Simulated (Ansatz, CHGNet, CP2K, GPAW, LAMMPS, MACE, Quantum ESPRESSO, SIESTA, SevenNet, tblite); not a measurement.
## In2O3 with crystalline order left by the classical run (85 atoms): runs against a plane-wave reference

Density of this cell: 6.65 g/cm³. The cell holds 85 atoms: 34 In and 51 O. Cell: a = 10.561 Å, b = 10.561 Å, c = 10.561 Å, α = 90.0°, β = 90.0°, γ = 90.0°. 85 atoms (34 Sc, 51 O) placed at random at 3.63 g/cm³, melted at 5000 K for 10 ps at fixed volume with the Morse and Coulomb pair potential with partial charges (Pedone, Malavasi, Menziani, Cormack and Segre, J. Phys. Chem. B 110, 11780 (2006)). Quenched from 5000 K to 300 K at 10 K/ps and fixed volume, held 10 ps at zero pressure, then minimised at fixed cell. Then Sc was replaced by In and the cell scaled by 1.038 (the potential has no terms for the new elements, so the cell is a start for a DFT relaxation).

Geometry: as built.

The reference, a calculation:

```
method                 : Kohn-Sham DFT, PBE, SSSP efficiency 1.3.0 pseudopotentials, plane waves (Quantum ESPRESSO 7.5); sssp-pbe-1.3.0-efficiency, cutoffs 60/480 Ry, Γ point
r.m.s. force component : 0.2343 eV/Å
longest force          : 1.094 eV/Å
pressure               : -2.132 GPa
time                   : 5 min on 4 MPI ranks of Arm Neoverse V2, shared host
CPU time               : 20 min
```

Runs, in no order:
A. CP2K PBE, DZVP-UZH, 800/50 Ry, diagonalisation: Kohn-Sham DFT, PBE, GTH-PBE pseudopotentials, Gaussian and plane waves, DZVP-MOLOPT (UZH set), diagonalisation
B. CHGNet r2SCAN potential: machine-learned interatomic potential CHGNet r2SCAN, trained on r2SCAN plane-wave data
C. GPAW PBE, LCAO dzp, h 0.18 Å: Kohn-Sham DFT, PBE, PAW, atomic orbitals (dzp)

**Question.** Rank the runs by how far their forces lie from the reference's, least first.

A, C, B.

```tsv
run	Δ force, r.m.s. (meV/Å)	share of r.m.s. force (%)	CPU time
A. CP2K PBE, DZVP-UZH, 800/50 Ry, diagonalisation	38.6	16.5	11 min
C. GPAW PBE, LCAO dzp, h 0.18 Å	64.9	27.7	7.1 min
B. CHGNet r2SCAN potential	113	48.2	4.4 s
```

Machine-learned potentials mimic data converged in k, so the reference's own k-point error enters their differences. The network of bonds at the start is that of the classical potential that made the cell, and needn't be the one that DFT or experiment would give. The electronic-structure runs sample only Γ, in a cell whose shortest periodic width is 11 Å.

[Logs are printed without paths, hosts, clocks, repeated set-up lines and the standing remarks that a program may print on its own settings, such as how far it seeks lower states.]

[Hosts, paths, dates, database ids (printed as entryN), source tags and the programs' standing remarks are cut or masked in the printed files.]
